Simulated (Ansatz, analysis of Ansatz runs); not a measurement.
# A hop of Ba in BaMgF4 (Cmc2_1), charge −2, part 2 of 3

How high is the barrier when Ba changes place in BaMgF4 (Cmc2_1)? The case: V_Ba hop (4.1 Å), charge −2, in a cell of 48 host atoms with 1 Ba taken out.

Ansatz 0.2.0; plane-wave PAW DFT, r2SCAN; nudged elastic band between two relaxed defect structures at fixed charge in a uniform background.

So far: Starting point; Relaxation of the start point, charge −2; Relaxation of the end point, charge −2.

## (4) Nudged elastic band, charge −2

3 movable images are laid between the ends on straight lines. Each image feels the true force across the path and a spring force along it. The highest image is set to climb to the top of the path.

This step: plane-wave PAW DFT, r2SCAN; nudged elastic band between two relaxed defect structures at fixed charge in a uniform background.

qm2.neb/input.yaml reads:

```yaml
crystal:
  lattice:
    - [8.2488422, 0.0, 0.0]
    - [0.0, 0.0, -11.6348264]
    - [-2.06221055, 7.24118548, 0.0]
  atoms:
    - { symbol: Ba, position: [0.17766676, 0.42799023, 0.69985959] }
    - { symbol: Ba, position: [0.32983331, 0.18107821, 0.31252807] }
    - { symbol: Mg, position: [0.03602974, 0.40578725, 0.15779203] }
    - { symbol: Mg, position: [0.46018381, 0.15300184, 0.82843511] }
    - { symbol: F, position: [0.28532995, 0.39530364, 0.14685958] }
    - { symbol: F, position: [0.2149537, 0.13679031, 0.86015438] }
    - { symbol: F, position: [0.09837808, 0.31447497, 0.38440621] }
    - { symbol: F, position: [0.40009267, 0.04633412, 0.61220965] }
    - { symbol: F, position: [0.49280872, -0.00253069, 0.95611577] }
    - { symbol: F, position: [0.00650705, 0.24656046, 0.05145793] }
    - { symbol: F, position: [0.39043034, 0.27306989, 0.65438291] }
    - { symbol: F, position: [0.08191281, 0.04207831, 0.3329708] }
    - { symbol: Ba, position: [0.18223335, 0.91463587, 0.72604491] }
    - { symbol: Ba, position: [0.32166748, 0.67205896, 0.28756974] }
    - { symbol: Mg, position: [0.04395163, 0.9070022, 0.18018218] }
    - { symbol: Mg, position: [0.46390261, 0.65237465, 0.82289761] }
    - { symbol: F, position: [0.29104786, 0.90232776, 0.16217334] }
    - { symbol: F, position: [0.21104858, 0.66501298, 0.84335179] }
    - { symbol: F, position: [0.10036029, 0.80864872, 0.39741587] }
    - { symbol: F, position: [0.38288974, 0.5669007, 0.5968872] }
    - { symbol: F, position: [0.47347702, 0.50412075, 0.94769034] }
    - { symbol: F, position: [0.01409917, 0.75463458, 0.04824678] }
    - { symbol: F, position: [0.41836486, 0.7890907, 0.66499087] }
    - { symbol: F, position: [0.08216523, 0.53935073, 0.31916371] }
    - { symbol: Ba, position: [0.8276078, 0.18427893, 0.32092326] }
    - { symbol: Mg, position: [0.5442028, 0.40642015, 0.16510766] }
    - { symbol: Mg, position: [0.95552891, 0.152258, 0.83078954] }
    - { symbol: F, position: [0.79336498, 0.40609074, 0.1694981] }
    - { symbol: F, position: [0.709928, 0.13652236, 0.83734496] }
    - { symbol: F, position: [0.59318643, 0.30926619, 0.38321974] }
    - { symbol: F, position: [0.90593442, 0.04707507, 0.61327267] }
    - { symbol: F, position: [0.98580488, -0.00423694, 0.95495103] }
    - { symbol: F, position: [0.51812026, 0.24782923, 0.04765251] }
    - { symbol: F, position: [0.93922129, 0.27428136, 0.65919444] }
    - { symbol: F, position: [0.5855576, 0.03884603, 0.33809024] }
    - { symbol: Ba, position: [0.67901638, 0.91761322, 0.71574616] }
    - { symbol: Ba, position: [0.82338402, 0.66994308, 0.2911094] }
    - { symbol: Mg, position: [0.54640766, 0.90612309, 0.178435] }
    - { symbol: Mg, position: [0.94891946, 0.65365509, 0.82295047] }
    - { symbol: F, position: [0.79177337, 0.89912759, 0.16579766] }
    - { symbol: F, position: [0.71357542, 0.67048103, 0.85160073] }
    - { symbol: F, position: [0.59915237, 0.8065146, 0.39426729] }
    - { symbol: F, position: [0.91725997, 0.56613355, 0.59914181] }
    - { symbol: F, position: [1.00194096, 0.50785531, 0.95149393] }
    - { symbol: F, position: [0.50974187, 0.75568186, 0.04471673] }
    - { symbol: F, position: [0.91485305, 0.78936453, 0.66466193] }
    - { symbol: F, position: [0.57445867, 0.54737211, 0.30440202] }
total_charge: -2
basis:
  ecutwfc: 500
  xc_grid: 2
hamiltonian:
  xc: r2scan
kpoints:
  mp_grid: { grid: [1, 1, 1] }
scf:
  occupations: { method: fixed }
  max_iter: 100
output:
  forces: true
neb:
  images: 3
  f_tol: 0.05
  climbing: true
  initial_path: linear
  max_iterations: 45
  order_check: false
  final_atoms:
    - { symbol: Ba, position: [0.67719209, 0.42783017, 0.70087336] }
    - { symbol: Ba, position: [0.3270836, 0.18431079, 0.32062209] }
[... 1 atom line left out ...]
    - { symbol: Mg, position: [0.45469175, 0.15263946, 0.83092178] }
[... 2 atom lines left out ...]
    - { symbol: F, position: [0.09303656, 0.30909023, 0.38346076] }
[... 3 atom lines left out ...]
    - { symbol: F, position: [0.43807147, 0.27473898, 0.65946653] }
[... 4 atom lines left out ...]
    - { symbol: Mg, position: [0.44903367, 0.65392338, 0.82375488] }
[... 1 atom line left out ...]
    - { symbol: F, position: [0.21292081, 0.67108963, 0.85141287] }
[... 1 atom line left out ...]
    - { symbol: F, position: [0.41750792, 0.56663976, 0.59980034] }
    - { symbol: F, position: [0.5013447, 0.50808784, 0.95218312] }
[... 4 atom lines left out ...]
    - { symbol: Mg, position: [0.53575592, 0.40610059, 0.15862225] }
[... 3 atom lines left out ...]
    - { symbol: F, position: [0.59778594, 0.3145495, 0.38515537] }
[... 2 atom lines left out ...]
    - { symbol: F, position: [0.50710182, 0.2469182, 0.05190631] }
[... 7 atom lines left out ...]
    - { symbol: F, position: [0.71088937, 0.66515262, 0.84480313] }
[... 5 atom lines left out ...]
    - { symbol: F, position: [0.58169265, 0.53962514, 0.31990773] }
```

The run is started by

```bash
$ ansatz run input.yaml --threads 4 --pin off --max-ram 7536MiB --backend cpu --events-out ev --progress --plain --runs-dir out
```

What it wrote:

```text
Warning: neb: disabling space-group detection — the band's intermediate images generally break the endpoint symmetry, so no spatial operation reduces the k-mesh or symmetrises the density, except that a semilocal band can use its path's symmetry ahead of [...]
[...]
parallel-image band execution: 3 concurrent image workers
NEB image 0
Crystal: 47 atoms, lattice volume = 694.964 Å³
Basis set: ecut = 500 eV, 17675 PW (Γ), exchange–correlation on 128×180×120 points (8 copies of the dense FFT grid, shifted against one another)
Bands: 235, of which v1, the nominal top of the filled ones, is band 188 counted from 1 (187 counted from 0)
Symmetry: 1 space group operations
k-points: 1
[...]
SCF iter   1: F=-83154.720874 eV  HF=-83153.588846 eV  |F-HF|=1.13e0  |Δ(HF+E_count)|=         —  Δρ=8.95e-3  dr2=4.19e-1  dr2_τ=9.41e-1  ethr=1.77e-3  ⟨swp⟩=8.0  Hψ=773  notcnv=0  defer=43
[...]
SCF iter   9: F=-83154.860336 eV  HF=-83154.860336 eV  |F-HF|=1.19e-7  |Δ(HF+E_count)|=   1.72e-6  Δρ=2.23e-6  dr2=3.81e-8  dr2_τ=2.34e-9  ethr=2.66e-11  ⟨swp⟩=5.0  Hψ=867  notcnv=0
SCF 1 converged in 9 iterations: F = -83154.860336 eV  dr2 = 3.81e-8
[...]
NSCF: frozen V_eff on 1 k-points
NEB image 4
SCF iter   1: F=-83154.720208 eV  HF=-83153.588028 eV  |F-HF|=1.13e0  |Δ(HF+E_count)|=         —  Δρ=8.95e-3  dr2=4.18e-1  dr2_τ=9.41e-1  ethr=1.77e-3  ⟨swp⟩=8.0  Hψ=772  notcnv=0  defer=43
[...]
SCF iter   9: F=-83154.859688 eV  HF=-83154.859688 eV  |F-HF|=1.20e-7  |Δ(HF+E_count)|=   1.72e-6  Δρ=2.24e-6  dr2=3.84e-8  dr2_τ=2.35e-9  ethr=2.66e-11  ⟨swp⟩=5.0  Hψ=804  notcnv=0
SCF 2 converged in 9 iterations: F = -83154.859688 eV  dr2 = 3.84e-8
[...]
NEB end point (image 0): max|allowed force component| = 5.707e-3 eV/Å (the criterion of neb.relax_end_points is 1.000e-2)
NEB end point (image 4): max|allowed force component| = 1.180e-2 eV/Å (the criterion of neb.relax_end_points is 1.000e-2)
NEB image 1
SCF iter   1: F=-83150.331176 eV  HF=-83149.226237 eV  |F-HF|=1.10e0  |Δ(HF+E_count)|=         —  Δρ=9.21e-3  dr2=5.07e-1  dr2_τ=1.01e0  ethr=1.77e-3  ⟨swp⟩=6.0  Hψ=776  notcnv=0  defer=45
[...]
SCF iter  10: F=-83150.522164 eV  HF=-83150.522164 eV  |F-HF|=1.62e-8  |Δ(HF+E_count)|=   9.67e-8  Δρ=1.80e-6  dr2=1.61e-8  dr2_τ=1.48e-9  ethr=2.66e-11  ⟨swp⟩=4.0  Hψ=739  notcnv=0
SCF 3 converged in 10 iterations: F = -83150.522164 eV  dr2 = 1.61e-8
NEB image 2
SCF iter   1: F=-83142.376694 eV  HF=-83142.011169 eV  |F-HF|=3.66e-1  |Δ(HF+E_count)|=         —  Δρ=1.18e-2  dr2=1.32e0  dr2_τ=1.21e0  ethr=1.77e-3  ⟨swp⟩=7.0  Hψ=877  notcnv=0  defer=43
[...]
SCF iter  10: F=-83142.939566 eV  HF=-83142.939566 eV  |F-HF|=1.08e-8  |Δ(HF+E_count)|=   2.14e-7  Δρ=1.26e-6  dr2=1.12e-8  dr2_τ=7.18e-10  ethr=2.66e-11  ⟨swp⟩=4.0  Hψ=771  notcnv=0
SCF 4 converged in 10 iterations: F = -83142.939566 eV  dr2 = 1.12e-8
NEB image 3
SCF iter   1: F=-83150.506292 eV  HF=-83149.409641 eV  |F-HF|=1.10e0  |Δ(HF+E_count)|=         —  Δρ=9.22e-3  dr2=5.12e-1  dr2_τ=1.01e0  ethr=1.77e-3  ⟨swp⟩=6.0  Hψ=770  notcnv=0  defer=45
[...]
SCF iter  10: F=-83150.697791 eV  HF=-83150.697791 eV  |F-HF|=1.64e-8  |Δ(HF+E_count)|=   9.75e-8  Δρ=1.79e-6  dr2=1.59e-8  dr2_τ=1.46e-9  ethr=2.66e-11  ⟨swp⟩=4.0  Hψ=739  notcnv=0
SCF 5 converged in 10 iterations: F = -83150.697791 eV  dr2 = 1.59e-8
NEB iter   1: max|band force component| = 1.494e1 eV/Å  barrier→ = 11.9208 eV  barrier← = 11.9201 eV  Δτ_max = 0.1994 Å  (48 SCF iters)
NEB image 1
[...]
iter 1 solved again at ethr=3.35e-4 eV; its pass at ethr=3.10e-3 eV (dr2=1.26e0 eV) is discarded
[...]
SCF iter   9: F=-83152.865028 eV  HF=-83152.865028 eV  |F-HF|=4.62e-8  |Δ(HF+E_count)|=   6.76e-7  Δρ=2.26e-6  dr2=3.97e-8  dr2_τ=2.28e-9  ethr=2.66e-11  ⟨swp⟩=4.0  Hψ=771  notcnv=0
SCF 6 converged in 9 iterations: F = -83152.865028 eV  dr2 = 3.97e-8
NEB image 2
[...]
SCF iter  10: F=-83147.727948 eV  HF=-83147.727948 eV  |F-HF|=5.02e-9  |Δ(HF+E_count)|=   3.59e-8  Δρ=1.60e-6  dr2=1.41e-8  dr2_τ=1.14e-9  ethr=2.66e-11  ⟨swp⟩=4.0  Hψ=771  notcnv=0
SCF 7 converged in 10 iterations: F = -83147.727948 eV  dr2 = 1.41e-8
NEB image 3
[...]
SCF iter   9: F=-83152.916065 eV  HF=-83152.916065 eV  |F-HF|=2.12e-8  |Δ(HF+E_count)|=   4.39e-7  Δρ=2.06e-6  dr2=3.06e-8  dr2_τ=1.97e-9  ethr=2.66e-11  ⟨swp⟩=4.0  Hψ=771  notcnv=0
SCF 8 converged in 9 iterations: F = -83152.916065 eV  dr2 = 3.06e-8
NEB iter   2: max|band force component| = 9.796e0 eV/Å  barrier→ = 7.1324 eV  barrier← = 7.1317 eV  Δτ_max = 0.1932 Å  (28 SCF iters)
NEB image 1
[...]
SCF iter   8: F=-83153.322126 eV  HF=-83153.322126 eV  |F-HF|=6.08e-8  |Δ(HF+E_count)|=   8.90e-8  Δρ=3.81e-6  dr2=9.94e-8  dr2_τ=6.95e-9  ethr=2.66e-11  ⟨swp⟩=3.0  Hψ=924  notcnv=0
SCF 9 converged in 8 iterations: F = -83153.322126 eV  dr2 = 9.94e-8
NEB image 2
[...]
SCF iter   9: F=-83150.431769 eV  HF=-83150.431769 eV  |F-HF|=2.28e-8  |Δ(HF+E_count)|=   7.81e-7  Δρ=4.60e-6  dr2=9.89e-8  dr2_τ=7.51e-9  ethr=2.66e-11  ⟨swp⟩=4.0  Hψ=803  notcnv=0
SCF 10 converged in 9 iterations: F = -83150.431769 eV  dr2 = 9.89e-8
NEB image 3
[...]
SCF iter   9: F=-83153.390799 eV  HF=-83153.390799 eV  |F-HF|=1.64e-8  |Δ(HF+E_count)|=   1.66e-7  Δρ=1.51e-6  dr2=1.58e-8  dr2_τ=7.26e-10  ethr=2.66e-11  ⟨swp⟩=4.0  Hψ=769  notcnv=0
SCF 11 converged in 9 iterations: F = -83153.390799 eV  dr2 = 1.58e-8
NEB iter   3: max|band force component| = 5.064e0 eV/Å  barrier→ = 4.4286 eV  barrier← = 4.4279 eV  Δτ_max = 0.2000 Å  (26 SCF iters)
[... from here on, the SCF cycles and remarks between the steps are left out ...]
NEB iter   4: max|band force component| = 2.140e0 eV/Å  barrier→ = 3.0297 eV  barrier← = 3.0290 eV  Δτ_max = 0.1994 Å  (27 SCF iters)
NEB iter   5: max|band force component| = 6.434e-1 eV/Å  barrier→ = 2.4500 eV  barrier← = 2.4494 eV  Δτ_max = 0.1990 Å  (25 SCF iters)
NEB iter   6: max|band force component| = 3.985e-1 eV/Å  barrier→ = 2.3091 eV  barrier← = 2.3085 eV  CI = image 2  Δτ_max = 0.1527 Å  (25 SCF iters)
NEB iter   7: max|band force component| = 6.330e-1 eV/Å  barrier→ = 2.1852 eV  barrier← = 2.1845 eV  CI = image 2  Δτ_max = 0.0764 Å  (25 SCF iters)
NEB iter   8: max|band force component| = 4.500e-1 eV/Å  barrier→ = 2.1633 eV  barrier← = 2.1626 eV  CI = image 2  Δτ_max = 0.0947 Å  (24 SCF iters)
NEB iter   9: max|band force component| = 3.298e-1 eV/Å  barrier→ = 2.1025 eV  barrier← = 2.1019 eV  CI = image 2  Δτ_max = 0.0836 Å  (24 SCF iters)
NEB iter  10: max|band force component| = 3.322e-1 eV/Å  barrier→ = 2.0889 eV  barrier← = 2.0882 eV  CI = image 2  Δτ_max = 0.0786 Å  (24 SCF iters)
NEB iter  11: max|band force component| = 2.158e-1 eV/Å  barrier→ = 2.0946 eV  barrier← = 2.0940 eV  CI = image 2  Δτ_max = 0.1525 Å  (24 SCF iters)
NEB iter  12: max|band force component| = 1.806e-1 eV/Å  barrier→ = 2.1112 eV  barrier← = 2.1106 eV  CI = image 2  Δτ_max = 0.0392 Å  (24 SCF iters)
NEB iter  13: max|band force component| = 8.660e-2 eV/Å  barrier→ = 2.0952 eV  barrier← = 2.0946 eV  CI = image 2  Δτ_max = 0.0555 Å  (20 SCF iters)
NEB iter  14: max|band force component| = 7.806e-2 eV/Å  barrier→ = 2.0896 eV  barrier← = 2.0890 eV  CI = image 2  Δτ_max = 0.0187 Å  (23 SCF iters)
NEB iter  15: max|band force component| = 5.020e-2 eV/Å  barrier→ = 2.0868 eV  barrier← = 2.0861 eV  CI = image 2  Δτ_max = 0.0178 Å  (18 SCF iters)
NEB image 1
[...]
SCF iter   6: F=-83154.169955 eV  HF=-83154.169955 eV  |F-HF|=1.15e-8  |Δ(HF+E_count)|=   1.39e-7  Δρ=1.43e-6  dr2=1.07e-8  dr2_τ=1.01e-9  ethr=2.66e-11  ⟨swp⟩=4.0  Hψ=768  notcnv=0
SCF 48 converged in 6 iterations: F = -83154.169955 eV  dr2 = 1.07e-8
NEB image 2
[...]
SCF iter   6: F=-83152.774459 eV  HF=-83152.774459 eV  |F-HF|=5.63e-8  |Δ(HF+E_count)|=   5.76e-7  Δρ=2.70e-6  dr2=4.19e-8  dr2_τ=3.13e-9  ethr=2.66e-11  ⟨swp⟩=4.0  Hψ=771  notcnv=0
SCF 49 converged in 6 iterations: F = -83152.774459 eV  dr2 = 4.19e-8
NEB image 3
[...]
SCF iter   5: F=-83153.793747 eV  HF=-83153.793747 eV  |F-HF|=3.33e-8  |Δ(HF+E_count)|=   2.16e-7  Δρ=3.30e-6  dr2=5.90e-8  dr2_τ=5.42e-9  ethr=2.66e-11  ⟨swp⟩=4.0  Hψ=771  notcnv=0
SCF 50 converged in 5 iterations: F = -83153.793747 eV  dr2 = 5.90e-8
NEB image 1
[...]
NEB image 3
[...]
NEB image 2
[...]
the band table was solved once a step of the walk had ended and its energy, with any forces and stress, was formed, with the checks that follow a solve (1102 applications of the Hamiltonian). They found nothing against the state; [...]
NEB iter  16: max|band force component| = 2.133e-2 eV/Å  barrier→ = 2.0859 eV  barrier← = 2.0852 eV  CI = image 2  Δτ_max = 0.0000 Å  (17 SCF iters)
NEB image 2
[...]
SCF iter   2: F=-83152.774459 eV  HF=-83152.774459 eV  |F-HF|=2.75e-8  |Δ(HF+E_count)|=   3.48e-8  Δρ=1.52e-6  dr2=1.66e-8  dr2_τ=1.05e-9  ethr=1.11e-11  ⟨swp⟩=3.0  Hψ=583  notcnv=0
SCF 51 converged in 2 iterations: F = -83152.774459 eV  dr2 = 1.66e-8
[...]
SCF converged after 2 iterations
Free energy (F): -83152.774459 eV
[...]
Internal energy: -83152.774459 eV  (E = F + TS)
E sigma→0 (E₀):  -83152.774459 eV
Fermi energy:    2.863493 eV
[...]
--- Forces (eV/Å), atoms counted from 1 ---
  atom   1  Ba     0.00202051    -0.00120148    -0.01604650
  atom   2  Ba    -0.00704953     0.00309691    -0.00292525
  [... 1 atom left out ...]
  atom   4  Mg    -0.00843967     0.00684797     0.00304216
  [... 2 atoms left out ...]
  atom   7  F     -0.00249779     0.00072852     0.00095494
  [... 3 atoms left out ...]
  atom  11  F      0.01155242    -0.01553224     0.00019886
  [... 4 atoms left out ...]
  atom  16  Mg    -0.00290688     0.00413459    -0.00140739
  [... 3 atoms left out ...]
  atom  20  F      0.00668360     0.00515970     0.02118364
  atom  21  F     -0.00164788    -0.00664215     0.00196651
  [... 4 atoms left out ...]
  atom  26  Mg     0.00315370     0.02091355     0.01072138
  [... 3 atoms left out ...]
  atom  30  F     -0.00104593    -0.00534103    -0.00520015
  [... 2 atoms left out ...]
  atom  33  F     -0.00259880    -0.01962759    -0.01176538
  [... 14 atoms left out ...]
  max |Σ_I F_I| component: 4.70e-3 eV/Å
--- Band table (eV) ---
[...]
this run last wrote the band of iteration 16 to <dir>
--- NEB band (5 images, 16 band iterations, 402 SCF iterations) ---
  forward barrier  = 2.085877 eV
  backward barrier = 2.085229 eV
  climbing image's point = of an order that was not read
  energies are F+E_penalty+E_count in eV, relative to image 0
  image     s (Å)  Δ vs image 0  max|band force component| (eV/Å)
      0    0.0000      0.000000                                 —
      1    1.4746      0.690381                          8.481e-3
  *   2    2.9490      2.085877                          2.133e-2
      3    4.7563      1.066589                          1.052e-2
      4    6.5637      0.000648                                 —
  climbing-image geometry (image 2):
  cell:  # Å, volume = 694.9644 Å³
    - [8.2488422, 0.0, 0.0]
    - [0.0, 0.0, -11.6348264]
    - [-2.06221055, 7.24118548, 0.0]
  atoms:
    - { symbol: Ba, position: [0.357160, 0.425267, 0.576852] }
    - { symbol: Ba, position: [0.317421, 0.151142, 0.266191] }
    - { symbol: Mg, position: [0.036973, 0.406726, 0.162964] }
    - { symbol: Mg, position: [0.464037, 0.136790, 0.827903] }
    - { symbol: F, position: [0.283039, 0.402640, 0.157979] }
    - { symbol: F, position: [0.218761, 0.136657, 0.858546] }
    - { symbol: F, position: [0.116047, 0.302237, 0.379727] }
    - { symbol: F, position: [0.401580, 0.023954, 0.615544] }
    - { symbol: F, position: [0.495844, 0.000578, 0.981617] }
    - { symbol: F, position: [0.000435, 0.253218, 0.047687] }
    - { symbol: F, position: [0.423784, 0.229901, 0.619521] }
    - { symbol: F, position: [0.075892, 0.037752, 0.349486] }
    - { symbol: Ba, position: [0.170063, 0.916658, 0.720754] }
    - { symbol: Ba, position: [0.296941, 0.674815, 0.233534] }
    - { symbol: Mg, position: [0.037052, 0.908685, 0.183752] }
    - { symbol: Mg, position: [0.472756, 0.665699, 0.838231] }
    - { symbol: F, position: [0.295865, 0.909399, 0.174057] }
    - { symbol: F, position: [0.220593, 0.667645, 0.849857] }
    - { symbol: F, position: [0.102965, 0.799511, 0.385822] }
    - { symbol: F, position: [0.422850, 0.627089, 0.581247] }
    - { symbol: F, position: [0.483039, 0.503142, 0.923080] }
    - { symbol: F, position: [0.015164, 0.778295, 0.013981] }
    - { symbol: F, position: [0.431543, 0.814719, 0.740017] }
    - { symbol: F, position: [0.104398, 0.529925, 0.356676] }
    - { symbol: Ba, position: [0.829227, 0.191566, 0.336996] }
    - { symbol: Mg, position: [0.531191, 0.405083, 0.147499] }
    - { symbol: Mg, position: [0.952184, 0.159119, 0.829407] }
    - { symbol: F, position: [0.791859, 0.408932, 0.179472] }
    - { symbol: F, position: [0.712693, 0.130647, 0.847382] }
    - { symbol: F, position: [0.563421, 0.309003, 0.367598] }
    - { symbol: F, position: [0.904157, 0.049344, 0.620641] }
    - { symbol: F, position: [0.997503, 0.010479, 0.973585] }
    - { symbol: F, position: [0.510017, 0.254173, 0.022756] }
    - { symbol: F, position: [0.923536, 0.276511, 0.653108] }
    - { symbol: F, position: [0.598169, 0.037223, 0.349894] }
    - { symbol: Ba, position: [0.690568, 0.912802, 0.725245] }
    - { symbol: Ba, position: [0.825375, 0.656107, 0.317662] }
    - { symbol: Mg, position: [0.557240, 0.901889, 0.194487] }
    - { symbol: Mg, position: [0.950853, 0.652658, 0.819288] }
    - { symbol: F, position: [0.794289, 0.892716, 0.174788] }
    - { symbol: F, position: [0.719261, 0.678509, 0.858578] }
    - { symbol: F, position: [0.589793, 0.803624, 0.407784] }
    - { symbol: F, position: [0.897261, 0.552761, 0.615332] }
    - { symbol: F, position: [1.002538, 0.539994, 1.009753] }
    - { symbol: F, position: [0.526713, 0.745009, 0.076774] }
    - { symbol: F, position: [0.913296, 0.779913, 0.639699] }
    - { symbol: F, position: [0.553345, 0.539347, 0.300619] }
```

Wall time 11 min (4 threads of Arm Neoverse V1, shared host); peak memory 2.7 GiB; 33 min of CPU time.

Images along the path:

```csv
image,path (Å),energy (eV),"Ba1: x, y, z (Å)"
0,0.000,0.0000,"0.022, 5.068, -4.980"
1,1.475,0.6904,"0.600, 4.753, -4.961"
2,2.949,2.0859,"1.757, 4.177, -4.948"
3,4.756,1.0666,"3.384, 4.581, -4.970"
4,6.564,0.0006,"4.141, 5.075, -4.978"
```

Read from the output:

```yaml
free_energy: -83152.7745 eV
barrier_forward: 2.086 eV
barrier_backward: 2.085 eV
end_less_start: 6.48e-4 eV
hop_length: 4.118 Å
```

Track of the atom that was set to move:

```
image  x (Å)  y (Å)   z (Å)  nearest neighbour  distance (Å)
    0  0.022  5.068   -4.98                  F         2.603
    1    0.6  4.753  -4.961                  F         2.504
    2  1.757  4.177  -4.948                  F          2.34
    3  3.384  4.581   -4.97                  F         2.435
    4  4.141  5.075  -4.978                  F         2.604
```

The band met its tolerance of 0.05 eV/Å after 16 iterations, with image 2 on top (the start counts as 0). Ba1, which moves farthest between the ends, has 8 F at 2.60 to 2.95 Å nearest at the start and 5 F at 2.34 to 2.69 Å at the top. Between images 3 and 4 a bond changes partner or an atom moves over 0.9 Å. No image samples that step, so along this band the top may lie higher.

(Continued in part 3 of 3.)

[Long decimals in the printed logs are rounded to 6 places.]

[Repeated set-up lines and some long k-point lines are left out of the logs, and relaxed atomic positions are cut to six decimals.]

[Logs are printed without paths, hosts, clocks, repeated set-up lines and the standing remarks that a program may print on its own settings, such as how far it seeks lower states.]

[Hosts, paths, dates, database ids (printed as entryN), source tags and the programs' standing remarks are cut or masked in the printed files.]
